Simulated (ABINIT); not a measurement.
# Calculated records

```cif
data_lih
_symmetry_space_group_name_H-M 'Fm-3m'
_symmetry_Int_Tables_number 225
_cell_length_a 4.0735
_cell_length_b 4.0735
_cell_length_c 4.0735
_cell_angle_alpha 90.000
_cell_angle_beta 90.000
_cell_angle_gamma 90.000
_cell_volume 67.59
loop_
_atom_site_label
_atom_site_type_symbol
_atom_site_symmetry_multiplicity
_atom_site_Wyckoff_symbol
_atom_site_fract_x
_atom_site_fract_y
_atom_site_fract_z
_atom_site_occupancy
Li1 Li 4 a 0.00000 0.00000 0.00000 1
H1 H 4 b 0.50000 0.00000 0.00000 1
_calc_subject 'A GW chain in ABINIT: LiH (Fm-3m)'
_calc_method 'RPA screening on PBE, plane waves, norm-conserving pseudopotentials (and 2 further levels or steps)'
_calc_program 'ABINIT 10.8.3'
_calc_settings 'cutoff 33 Ha, PseudoDojo scalar-relativistic 0.4.1 standard, norm-conserving, potential set dojo-sr-pbe-0.4.1-standard, ngkpt (8, 8, 8), nband 94, ecuteps 8.8 Ha, inclvkb 2, shiftk (0, 0, 0), symchi 1, awtr 1, frequency ppm, 8×8×8 k-mesh'
_calc_cost '5 runs, 56 s in all on 8 MPI ranks of Arm Neoverse V2, shared host'
_calc_notes 'The database entry behind the starting cell differs from other determinations of this structure. The program’s warnings: nkpt*nsppol () is not a multiple of nproc spkpt (). The cell and positions come from the Crystallography Open Database and are kept as given unless a step says otherwise.'
_calc_pbe_gap '3.02 eV, direct'
_calc_g0w0_gap_on_the_mesh '4.95 eV'
_calc_gw_settings '8×8×8 mesh, 94 bands, screening to 239.5 eV, Godby-Needs plasmon pole'
_calc_known_limits 'short of the basis limit'
```

[Long decimals in the printed logs are rounded to 6 places.]

[Logs are printed without paths, hosts, clocks, repeated set-up lines and the standing remarks that a program may print on its own settings, such as how far it seeks lower states.]

[Paths, hosts, dates, memory and timing lines, banners, echoed tables and standing remarks are left out of the program output; an Ansatz launch command may be rebuilt from the run's recorded settings. Measured values are a selection of at most five: reports struck by readers or far from the other reports are left out. None is set beside runs whose start may be inverted or whose files or cutoffs have a known fault.]

[Runs of the session that timed out or met a known fault of the program may be left out.]

[Hosts, paths, dates, database ids (printed as entryN), source tags and the programs' standing remarks are cut or masked in the printed files.]

[G0W0 gaps are taken among the corrected bands and points alone; a level outside them can change the order at an edge.]

[Where Ansatz stands beside ABINIT at settings called matched, ABINIT's density can come from a denser mesh and the files from another edition; pairs whose starting gaps differed by over 0.03 eV were left out, so agreement reads better than it is.]
